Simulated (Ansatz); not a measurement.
**Ca (Fm-3m, 1 atom in the cell): phonons and vibrational spectra**

How does Ca (Fm-3m, 1 atom in the cell) vibrate, and is this structure a minimum?

Method: DFT PBEsol, scalar-relativistic, plane waves, PAW, in Ansatz 0.2.0.

**1. The structure**

Symmetry: Fm-3m, No. 225, cubic system. Conventional cell: a = 5.588 Å, b = 5.588 Å, c = 5.588 Å, α = 90.00°, β = 90.00°, γ = 90.00°. Ca has 12 Ca at 3.95 Å nearest.

As a file:

```cif
data_structure
_symmetry_space_group_name_H-M 'P 1'
_symmetry_Int_Tables_number 1
_cell_length_a 3.9516
_cell_length_b 3.9516
_cell_length_c 3.9516
_cell_angle_alpha 60.000
_cell_angle_beta 60.000
_cell_angle_gamma 60.000
_cell_volume 43.63
loop_
_atom_site_label
_atom_site_type_symbol
_atom_site_fract_x
_atom_site_fract_y
_atom_site_fract_z
_atom_site_occupancy
Ca1 Ca 0.00000 0.00000 0.00000 1
```

**2. Relaxation**

The cell and atoms are relaxed, since residual forces and stress would shift the frequencies.

input.yaml reads:

```yaml
crystal:
  lattice:
    - [0.0, 2.7942, 2.7942]
    - [2.7942, 0.0, 2.7942]
    - [2.7942, 2.7942, 0.0]
  atoms:
    - { symbol: Ca, position: [0.0, 0.0, 0.0] }
kpoints:
  mp_grid: { grid: [14, 14, 14] }
hamiltonian:
  xc: pbesol
scf:
  occupations: { method: gaussian, width: 0.1 }
output:
  forces: true
  stress: true
  eigenvalues: true
  write_density: true
  write_potential: true
  elf: true
  volumetric_format: npy
relax:
  adjacent_minimum: "off"
  f_tol: 0.005
  max_steps: 80
  cell: { stress_tol: 0.05 }
```

Launch:

```
$ ansatz run input.yaml --threads 4 --pin off --max-ram 7168MiB --backend cpu --events-out ev --progress --plain --runs-dir out
```

Numbers of over 12 decimals in the logs are rounded to 6 here.

What it wrote:

```text
Engine: ansatz 0.2.0, aarch64-unknown-linux-gnu
Pseudopotentials: kind: paw
Pseudopotential: Ca, paw, valence charge 10, recommended cutoff 420 eV (normal), Ca.paw.azcp
Functional definition: PBEsol
  exchange = pbesol_x
  correlation = pbesol_c
Crystal: 1 atoms, lattice volume = 43.632 Å³
Basis set: ecut = 420 eV, 869 PW (Γ), exchange–correlation on 54×54×54 points (8 copies of the dense FFT grid, shifted against one another)
Bands: 9, of which v1, the nominal top of the filled ones, is band 5 counted from 1 (4 counted from 0)
Symmetry: 48 space group operations
Space group: Fm-3m (ITA 225), of the structure as read, at distance tolerance 3.5e-5 Å
k-points: 104 of 2744
Non-local potential: Ca, projectors of the file, l = 0: 3, l = 1: 2, l = 2: 2
PAW form: soft (Blöchl's): semilocal exchange-correlation on the pseudo side does not see the compensation charge
PAW frozen core: Ca, regenerated for the run's functional, and the local potential with it (the file was generated under x = pbe(κ = 0.804, μ = 0.219515), c = pbe(β = 0.066725))
PAW one-centre angular grid: Ca, 110 points (default); XC on 64 Gauss nodes
Initial density: superposition of atomic densities (neutral atoms: chi_scale 0, normalization atom), corrected by the library's trained network
Initial wavefunctions: pseudopotential atomic-orbital guess
Functional: x = pbesol(κ = 0.804, μ = 0.123457), c = pbesol(β = 0.046)
SCF iter   1: F=—  HF=-1793.725054 eV  |F-HF|=—  |Δ(HF+E_count)|=         —  Δρ=2.02e-3  dr2=1.77e-3  ethr=1.77e-3  ⟨swp⟩=5.7  Hψ=7582  notcnv=0
preconditioner: auto → none  [metal: Δε(μ)=0.036 eV  Ē_g=3.494 eV  σ=0.100 eV  W_gap=0.19  n_scr=8 (ndim 8)  ℏωp=8.0 eV  f_vac=0.000  D(μ)=1.38/eV (n_scr^D=14)  sad-step TF]
SCF iter   2: F=—  HF=-1793.724605 eV  |F-HF|=—  |Δ(HF+E_count)|=   4.50e-4  Δρ=9.27e-4  dr2=3.95e-4  ethr=1.77e-5  ⟨swp⟩=2.1  Hψ=2159  notcnv=0
SCF iter   3: F=—  HF=-1793.724470 eV  |F-HF|=—  |Δ(HF+E_count)|=   1.35e-4  Δρ=1.43e-4  dr2=7.52e-6  ethr=3.95e-6  ⟨swp⟩=2.7  Hψ=1462  notcnv=0
SCF iter   4: F=—  HF=-1793.724469 eV  |F-HF|=—  |Δ(HF+E_count)|=   1.63e-6  Δρ=2.86e-5  dr2=7.29e-7  ethr=7.52e-8  ⟨swp⟩=3.0  Hψ=1452  notcnv=0
iter 5 did not close the SCF: its close was put off for the readings that it lacked (scf_convergence_deferred on its scf_iter line)
SCF iter   5: F=-1793.724468 eV  HF=-1793.724468 eV  |F-HF|=4.63e-8  |Δ(HF+E_count)|=   3.12e-7  Δρ=8.55e-6  dr2=7.10e-8  ethr=7.29e-9  ⟨swp⟩=2.6  Hψ=1451  notcnv=0
SCF iter   6: F=-1793.724468 eV  HF=-1793.724468 eV  |F-HF|=1.64e-11  |Δ(HF+E_count)|=   2.95e-8  Δρ=4.41e-7  dr2=4.82e-11  ethr=7.10e-10  ⟨swp⟩=5.1  Hψ=4733  notcnv=0
SCF 1 converged in 6 iterations: F = -1793.724468 eV  dr2 = 4.82e-11
  greatest PAW one-centre occupation: 0.996 electrons in one spin orbital (limit 2), on the Ca atom at site 0 (counted from 0), in its partial waves of l = 0
relax step   1: F+E_penalty+E_count = -1793.72446830 eV  Δ(F+E_penalty+E_count) = +0.000e0 eV  max|allowed force component| = 0.000e0 eV/Å  Δτ_max = 0.0000 Å  P = -1.159 GPa  Ω = 43.632 Å³  (6 SCF iters, dr2 threshold 1.00e-7 eV, accepted)
Crystal: 1 atoms, lattice volume = 42.344 Å³
Initial density: handed on by an earlier stage of this run
Initial wavefunctions: those handed on with the density
iter 1 solved again at ethr=7.99e-7 eV; its pass at ethr=3.10e-3 eV (dr2=7.99e-5 eV) is discarded
SCF iter   1: F=—  HF=-1793.732043 eV  |F-HF|=—  |Δ(HF+E_count)|=         —  Δρ=3.79e-4  dr2=8.26e-5  ethr=7.99e-7  ⟨swp⟩=2.3  Hψ=8274  notcnv=0
preconditioner: auto → none  [metal: Δε(μ)=0.046 eV  Ē_g=3.514 eV  σ=0.100 eV  W_gap=0.25  n_scr=8 (ndim 8)  ℏωp=8.1 eV  f_vac=0.000  D(μ)=1.41/eV (n_scr^D=14)]
SCF iter   2: F=—  HF=-1793.732039 eV  |F-HF|=—  |Δ(HF+E_count)|=   3.71e-6  Δρ=2.03e-4  dr2=1.76e-5  ethr=7.99e-7  ⟨swp⟩=2.0  Hψ=1212  notcnv=0
SCF iter   3: F=—  HF=-1793.732041 eV  |F-HF|=—  |Δ(HF+E_count)|=   2.32e-6  Δρ=3.26e-5  dr2=4.27e-7  ethr=1.76e-7  ⟨swp⟩=1.0  Hψ=936  notcnv=0
SCF iter   4: F=-1793.732041 eV  HF=-1793.732041 eV  |F-HF|=1.26e-9  |Δ(HF+E_count)|=   3.92e-8  Δρ=6.20e-6  dr2=3.53e-9  ethr=1.00e-9  ⟨swp⟩=8.5  Hψ=6973  notcnv=0
SCF 2 converged in 4 iterations: F = -1793.732041 eV  dr2 = 3.53e-9
relax step   2: F+E_penalty+E_count = -1793.73204117 eV  Δ(F+E_penalty+E_count) = -7.573e-3 eV  max|allowed force component| = 0.000e0 eV/Å  Δτ_max = 0.0000 Å  P = -0.714 GPa  Ω = 42.344 Å³  energy of the carried Pulay correction = +6.743e-6 eV  (4 SCF iters, dr2 threshold 1.00e-7 eV, accepted)
Crystal: 1 atoms, lattice volume = 40.427 Å³
Basis set: ecut = 420 eV, 749 PW (Γ), exchange–correlation on 54×54×54 points (8 copies of the dense FFT grid, shifted against one another)
iter 1 solved again at ethr=1.91e-6 eV; its pass at ethr=3.10e-3 eV (dr2=1.91e-4 eV) is discarded
SCF iter   1: F=—  HF=-1793.736082 eV  |F-HF|=—  |Δ(HF+E_count)|=         —  Δρ=6.19e-4  dr2=2.01e-4  ethr=1.91e-6  ⟨swp⟩=2.0  Hψ=8324  notcnv=0
preconditioner: auto → none  [metal: Δε(μ)=0.022 eV  Ē_g=3.595 eV  σ=0.100 eV  W_gap=0.12  n_scr=8 (ndim 8)  ℏωp=8.3 eV  f_vac=0.000  D(μ)=1.41/eV (n_scr^D=14)]
SCF iter   2: F=—  HF=-1793.736075 eV  |F-HF|=—  |Δ(HF+E_count)|=   6.29e-6  Δρ=3.31e-4  dr2=4.38e-5  ethr=1.91e-6  ⟨swp⟩=1.6  Hψ=1103  notcnv=0
SCF iter   3: F=—  HF=-1793.736081 eV  |F-HF|=—  |Δ(HF+E_count)|=   5.82e-6  Δρ=5.04e-5  dr2=9.34e-7  ethr=4.38e-7  ⟨swp⟩=1.0  Hψ=936  notcnv=0
SCF iter   4: F=-1793.736081 eV  HF=-1793.736081 eV  |F-HF|=3.63e-9  |Δ(HF+E_count)|=   7.55e-8  Δρ=1.05e-5  dr2=9.43e-9  ethr=1.00e-9  ⟨swp⟩=8.9  Hψ=7032  notcnv=0
SCF 3 converged in 4 iterations: F = -1793.736081 eV  dr2 = 9.43e-9
relax step   3: F+E_penalty+E_count = -1793.73608112 eV  Δ(F+E_penalty+E_count) = -4.040e-3 eV  max|allowed force component| = 0.000e0 eV/Å  Δτ_max = 0.0000 Å  P = +0.066 GPa  Ω = 40.427 Å³  energy of the carried Pulay correction = +1.716e-5 eV  (4 SCF iters, dr2 threshold 1.00e-7 eV, accepted)
[...]
relax step   4: F+E_penalty+E_count = -1793.73611091 eV  Δ(F+E_penalty+E_count) = -2.979e-5 eV  max|allowed force component| = 0.000e0 eV/Å  Δτ_max = 0.0000 Å  P = +0.001 GPa  Ω = 40.573 Å³  energy of the carried Pulay correction = +1.635e-5 eV  (3 SCF iters, dr2 threshold 1.10e-8 eV, accepted)
Initial wavefunctions: pseudopotential atomic-orbital guess (no wavefunctions were taken with the density)
iter 1 solved again at ethr=3.76e-8 eV; its pass at ethr=3.10e-3 eV (dr2=3.76e-6 eV) is discarded
SCF iter   1: F=—  HF=-1793.736098 eV  |F-HF|=—  |Δ(HF+E_count)|=         —  Δρ=2.31e-5  dr2=2.62e-8  ethr=3.76e-8  ⟨swp⟩=3.3  Hψ=10592  notcnv=0
SCF iter   2: F=—  HF=-1793.736097 eV  |F-HF|=—  |Δ(HF+E_count)|=   9.25e-7  Δρ=1.12e-5  dr2=5.67e-9  ethr=2.62e-10  ⟨swp⟩=1.9  Hψ=1313  notcnv=0
SCF iter   3: F=—  HF=-1793.736097 eV  |F-HF|=—  |Δ(HF+E_count)|=   3.65e-9  Δρ=7.23e-7  dr2=7.01e-11  ethr=5.67e-11  ⟨swp⟩=3.0  Hψ=1456  notcnv=0
SCF iter   4: F=-1793.736097 eV  HF=-1793.736097 eV  |F-HF|=4.55e-12  |Δ(HF+E_count)|=  1.36e-11  Δρ=1.80e-7  dr2=2.53e-12  ethr=1.00e-12  ⟨swp⟩=5.4  Hψ=3798  notcnv=0
SCF 5 converged in 4 iterations: F = -1793.736097 eV  dr2 = 2.53e-12
relax step   5: F+E_penalty+E_count = -1793.73609741 eV  Δ(F+E_penalty+E_count) = +1.350e-5 eV  max|allowed force component| = 0.000e0 eV/Å  Δτ_max = 0.0000 Å  P = +0.001 GPa  Ω = 40.573 Å³  stress off target by 9.67e-4 GPa  SCF on the basis re-selected at this cell (its energy is not comparable with the rows above)  (4 SCF iters)
basis re-selected at this cell: Δ(F+E_penalty+E_count) = +1.350e-5 eV, ΔP = -0.000 GPa vs the last step (what re-selecting the basis moved, of the pressure what is left beyond the Pulay correction that the steps carried, after the strain that the cell walked since its last selection, with what the two solves' SCF thresholds leave and, on support functions, any second-order correction that the steps lacked; it is no measure of the basis error at this ecutwfc). This SCF's stress stands 9.67e-4 GPa from its target on what of the cell is left free (relax.cell.stress_tol is 5.00e-2 GPa) and its largest allowed force component is 0.00e0 eV/Å (relax.f_tol is 5.00e-3 eV/Å): [rest of the remark cut]
SCF converged after 4 iterations
Free energy (F): -1793.736097 eV
Harris-Foulkes:  -1793.736097 eV  (|F-HF|=4.55e-12)
Internal energy: -1793.729062 eV  (E = F + TS)
E sigma→0 (E₀):  -1793.732579 eV
Entropy (-TS):   -0.007036 eV (-7.036 meV/atom)
Fermi energy:    5.142912 eV
--- Per-component energies (eV) ---
  E_band       = -171.600031
  E_kinetic    = 275.521696
  E_local      = -837.017443  (includes V_loc(G=0)·N_el)
  E_nonlocal   = 64.725971
  E_hartree    = 279.130778
  E_xc         = -134.309326
  E_vxc        = -168.281396  (∫ρ·V_xc dr)
  E_paw        = -836.723873  (= ΣΔE_a)
  E_vpaw       = -64.810416  (= ΣTr[D̂ρ^β])
  E_aug_tail   = -0.000006  (compensation charges beyond the density's cutoff)
  E_ewald      = -605.175653
  E_core_change = 0.118794  (= ΣΔE_core)
  E_smearing   = -0.007036  (= −TS)
  E_closure    = -0.000000  (closes the sum)
  Σ components = -1793.736097   (vs F -1793.736097, Δ=0.00e0)
--- Forces (eV/Å), atoms counted from 1 ---
  atom   1  Ca     0.00000000    -0.00000000    -0.00000000
  max |Σ_I F_I| component: 8.22e-32 eV/Å
--- Stress (GPa, compression-positive) ---
        0.000967       0.000000       0.000000
        0.000000       0.000967       0.000000
        0.000000       0.000000       0.000967
  P = ⅓ Tr σ = 0.0010 GPa (0.010 kbar)
--- Band table (eV; the first three rows and the last of 104) ---
  k-point 0: bands = ["-36.6120", "-17.6002", "-17.6002", "-17.6002", "1.0484", "7.5274", "7.5274", "7.5274", "8.6556"]
  k-point 1: bands = ["-36.6112", "-17.6084", "-17.6013", "-17.6013", "1.1388", "7.4281", "7.5627", "7.5627", "8.6241"]
  k-point 2: bands = ["-36.6089", "-17.6312", "-17.6044", "-17.6044", "1.4050", "7.1613", "7.6432", "7.6432", "8.5671"]
  k-point 103: bands = ["-36.5898", "-17.7166", "-17.6958", "-17.6607", "5.2792", "5.8070", "5.9091", "7.8778", "9.5739"]
--- Relaxed structure (4 steps of the walk, 4 accepted, 1 SCFs on fresh bases) ---
  F+E_penalty+E_count = -1793.73609741 eV   max|allowed force component| = 0.000e0 eV/Å   (the final SCF, on the basis selected at the relaxed cell)
  cell:  # Å, volume = 40.5733 Å³
    - [0, 2.727323, 2.727323]
    - [2.727323, 0, 2.727323]
    - [2.727323, 2.727323, 0]
  atoms:
    - { symbol: Ca, position: [0.0, 0.0, 0.0] }
```

Wall time 2.8 s (4 threads of Arm Neoverse V2, shared host); peak memory 0.35 GiB.

Step by step:

```tsv
step	energy less that of the first step (eV)	largest force component (eV/Å)	pressure (GPa)	volume (Å³)
1	0.0000	0.0000	-1.16	43.63
2	-0.0076	0.0000	-0.71	42.34
3	-0.0116	0.0000	0.07	40.43
4	-0.0116	0.0000	0.00	40.57
5*	-0.0116	0.0000	0.00	40.57
```

Relaxation steps marked * repeat the geometry before them on a plane-wave basis chosen anew for their cell, so energy and pressure can jump there.

```tsv
conventional cell, symmetrised	before	after	change
a (Å)	5.588	5.455	-2.4 %
b (Å)	5.588	5.455	-2.4 %
c (Å)	5.588	5.455	-2.4 %
volume (Å³/atom)	43.63	40.57	-7.0 %
```

The relaxed structure:

```xyz
1
Lattice="0.0000 2.7273 2.7273 2.7273 0.0000 2.7273 2.7273 2.7273 0.0000" Properties=species:S:1:pos:R:3 pbc="T T T"
Ca    0.0000    0.0000    0.0000
```

This step gave:

```yaml
pressure: 9.67e-4 GPa
volume_per_atom: 40.57 Å³
gap_on_the_k_mesh: 0 eV
```

Valence density in the ac plane of the conventional cell at fractional y = 0.000, with atoms of Ca within 0.2 Å of it. It is the smooth field of the valence electrons, not physical close to the nuclei.

Ten even steps from '_' (0.1 e/Å³) to '@' (6.5 e/Å³), each cell a mean:
```
%%++..____________________--##
--..______________________..--
______________________________
______________________________
______________________________
____________..--::____________
__________..++%%##::__________
__________..**@@%%--__________
____________--**++..__________
______________....____________
______________________________
______________________________
..__________________________..
++--______________________..++
@@++..____________________--%%
```
Columns run along a (5.5 Å), rows up along c (5.5 Å), edges of the conventional cell, whose origin can differ from the input's. Atoms in or near the plane, at fractional coordinates: Ca at (0.00, 0.00), Ca at (0.50, 0.50).

ELF in the ac plane of the conventional cell at fractional y = 0.000, with atoms of Ca within 0.2 Å of it. It is the smooth field of the valence electrons, not physical close to the nuclei.

Ten even steps from '0' (0.09) to '9' (0.85), each cell a mean:
```
996015777730399
983026777640169
420034433441013
001221000022100
334300133002443
775203898500467
775106999830377
775117999930377
775105999810477
565201576301465
113310010002321
000132111232000
751035555541036
995016777730289
997015777730499
```
Columns run along a (5.5 Å), rows up along c (5.5 Å), edges of the conventional cell, whose origin can differ from the input's. Atoms in or near the plane, at fractional coordinates: Ca at (0.00, 0.00), Ca at (0.50, 0.50).

Electrostatic potential energy in the ac plane of the conventional cell at fractional y = 0.000, with atoms of Ca within 0.2 Å of it. With pseudopotentials it is smooth inside the atoms' cores, unlike the true potential.

Ten even steps from '_' (-60 eV) to '@' (9 eV), each cell a mean:
```
__::**%%@@@@@@@@@@@@@@@@##==__
--++##@@@@@@@@@@@@@@@@@@%%**==
##%%%%@@@@@@@@@@@@@@@@@@@@%%##
@@@@@@@@@@@@@@@@@@@@@@@@@@@@@@
@@@@@@@@@@%%%%##%%%%@@@@@@@@@@
@@@@@@@@@@##++====##%%@@@@@@@@
@@@@@@@@%%**::__..==%%@@@@@@@@
@@@@@@@@%%**..____==##@@@@@@@@
@@@@@@@@%%##--..::++%%@@@@@@@@
@@@@@@@@@@%%##****##%%@@@@@@@@
@@@@@@@@@@@@%%%%%%@@@@@@@@@@@@
%%%%@@@@@@@@@@@@@@@@@@@@@@@@%%
**##%%@@@@@@@@@@@@@@@@@@%%##**
..==##%%@@@@@@@@@@@@@@@@%%++::
__..**%%@@@@@@@@@@@@@@@@##--__
```
Columns run along a (5.5 Å; values clipped at the 3rd and 97th percentile), rows up along c (5.5 Å), edges of the conventional cell, whose origin can differ from the input's. Atoms in or near the plane, at fractional coordinates: Ca at (0.00, 0.00), Ca at (0.50, 0.50).

In this step the volume went from 43.63 to 40.57 Å³/atom.

**3. Tight relaxation**

Phonons need a cell at rest on their own settings, so the relaxation is repeated with tight tolerances on forces and stress on the k mesh and occupations of the first response run.

input.yaml, the sections that differ from step 2:

```yaml
crystal:
  lattice:
    - [0.0, 2.7273233847, 2.7273233847]
    - [2.7273233847, 0.0, 2.7273233847]
    - [2.7273233847, 2.7273233847, 0.0]
  atoms:
    - { symbol: Ca, position: [0.0, 0.0, 0.0] }
kpoints:
  mp_grid: { grid: [16, 16, 16] }
scf:
  occupations: { method: methfessel_paxton, width: 0.15 }
relax:
  adjacent_minimum: "off"
  f_tol: 0.001
  max_steps: 60
  cell: { stress_tol: 0.01 }
# hamiltonian, output: as in step 2
```

What it wrote:

```text
[...]
Crystal: 1 atoms, lattice volume = 40.573 Å³
Basis set: ecut = 420 eV, 821 PW (Γ), exchange–correlation on 54×54×54 points (8 copies of the dense FFT grid, shifted against one another)
Bands: 9, of which v1, the nominal top of the filled ones, is band 5 counted from 1 (4 counted from 0)
Symmetry: 48 space group operations
[...]
k-points: 145 of 4096
[...]
0.000000      -0.000000      -0.004828
  P = ⅓ Tr σ = -0.0048 GPa (-0.048 kbar)
--- Band table (eV; the first three rows and the last of 145) ---
[...]
--- Relaxed structure (1 steps of the walk, 1 accepted, 1 SCFs on fresh bases) ---
[...]
cell:  # Å, volume = 40.5733 Å³
    - [0.0, 2.7273233847, 2.7273233847]
    - [2.7273233847, 0.0, 2.7273233847]
    - [2.7273233847, 2.7273233847, 0.0]
  atoms:
    - { symbol: Ca, position: [0.0, 0.0, 0.0] }
[key lines of the parts left out:]
SCF converged after 5 iterations
Free energy (F): -1793.732160 eV
Fermi energy:    5.151685 eV
```

Elapsed: 1.7 s, on 4 threads; peak memory 0.35 GiB.

Little changed from the start: no atom moved by 0.005 Å and no cell edge by 0.1 %.

Numbers from this step:

* pressure: -0.004828 GPa

ELF in the ac plane of the conventional cell at fractional y = 0.000, with atoms of Ca within 0.2 Å of it. It is the smooth field of the valence electrons, not physical close to the nuclei.

Ten even steps from '_' (0.09) to '@' (0.85), each cell a mean:
```
@@@@**__..**##%%####--__--@@@@
@@%%--__::**######**==__..**@@
==::____--====----====..__..--
____..::::..________..::..____
--====--____..----____..====--
####++::__--%%@@%%++____==**##
####++..__**@@@@@@%%--__--####
%%##++....##@@@@@@@@--__--##%%
####++..__++@@@@@@%%..__==####
++**++::__..++##**--__..==****
..::----..____..______::--::..
______..--::......::--::______
##++..__--++++++++++==..__--**
@@@@++__::**########==__::%%@@
@@@@##__..++##%%####--__==@@@@
```
Columns run along a (5.5 Å), rows up along c (5.5 Å), edges of the conventional cell, whose origin can differ from the input's. Atoms in or near the plane, at fractional coordinates: Ca at (0.00, 0.00), Ca at (0.50, 0.50).

Valence density in the ac plane of the conventional cell at fractional y = 0.000, with atoms of Ca within 0.2 Å of it. It is the smooth field of the valence electrons, not physical close to the nuclei.

Values in e/Å³, 15 rows by 15 columns, each cell a mean:
```
5.6 3.3 0.9 0.1 0.1 0.1 0.1 0.1 0.1 0.1 0.1 0.1 0.4 2.0 4.9
2.4 1.3 0.3 0.1 0.1 0.1 0.1 0.1 0.1 0.1 0.1 0.1 0.2 0.8 2.0
0.4 0.3 0.1 0.1 0.1 0.1 0.1 0.1 0.1 0.1 0.1 0.1 0.1 0.2 0.4
0.1 0.1 0.1 0.1 0.1 0.1 0.1 0.1 0.1 0.1 0.1 0.1 0.1 0.1 0.1
0.1 0.1 0.1 0.1 0.1 0.1 0.2 0.4 0.3 0.2 0.1 0.1 0.1 0.1 0.1
0.1 0.1 0.1 0.1 0.1 0.4 1.3 2.3 1.8 0.7 0.2 0.1 0.1 0.1 0.1
0.1 0.1 0.1 0.1 0.2 0.9 3.4 5.5 4.6 1.8 0.3 0.1 0.1 0.1 0.1
0.1 0.1 0.1 0.1 0.2 1.1 4.2 6.5 5.5 2.3 0.4 0.1 0.1 0.1 0.1
0.1 0.1 0.1 0.1 0.1 0.6 2.4 4.2 3.4 1.3 0.2 0.1 0.1 0.1 0.1
0.1 0.1 0.1 0.1 0.1 0.2 0.6 1.1 0.9 0.4 0.1 0.1 0.1 0.1 0.1
0.1 0.1 0.1 0.1 0.1 0.1 0.1 0.2 0.2 0.1 0.1 0.1 0.1 0.1 0.1
0.2 0.1 0.1 0.1 0.1 0.1 0.1 0.1 0.1 0.1 0.1 0.1 0.1 0.1 0.1
1.0 0.6 0.2 0.1 0.1 0.1 0.1 0.1 0.1 0.1 0.1 0.1 0.1 0.3 0.9
3.9 2.2 0.6 0.1 0.1 0.1 0.1 0.1 0.1 0.1 0.1 0.1 0.3 1.3 3.3
6.4 3.9 1.0 0.2 0.1 0.1 0.1 0.1 0.1 0.1 0.1 0.1 0.4 2.4 5.6
```
Columns run along a (5.5 Å), rows up along c (5.5 Å), edges of the conventional cell, whose origin can differ from the input's. Atoms in or near the plane, at fractional coordinates: Ca at (0.00, 0.00), Ca at (0.50, 0.50).

Electrostatic potential energy in the ac plane of the conventional cell at fractional y = 0.000, with atoms of Ca within 0.2 Å of it. With pseudopotentials it is smooth inside the atoms' cores, unlike the true potential.

Ten even steps from '0' (-60 eV) to '9' (9 eV), each cell a mean:
```
026899999999740
357999999999864
788999999999987
999999999999999
999998878899999
999997544789999
999986201489999
999986100479999
999987312589999
999998766789999
999999888999999
889999999999998
678999999999876
147899999999852
016899999999730
```
Columns run along a (5.5 Å; values clipped at the 3rd and 97th percentile), rows up along c (5.5 Å), edges of the conventional cell, whose origin can differ from the input's. Atoms in or near the plane, at fractional coordinates: Ca at (0.00, 0.00), Ca at (0.50, 0.50).

The forces vanish by symmetry and the pressure is -0.005 GPa, within the tolerances set. The cell now holds 40.57 Å³/atom.

[end of part 1 of 2]

[Logs are printed without paths, hosts, clocks, repeated set-up lines and the standing remarks that a program may print on its own settings, such as how far it seeks lower states.]

[Hosts, paths, dates, database ids (printed as entryN), source tags and the programs' standing remarks are cut or masked in the printed files.]
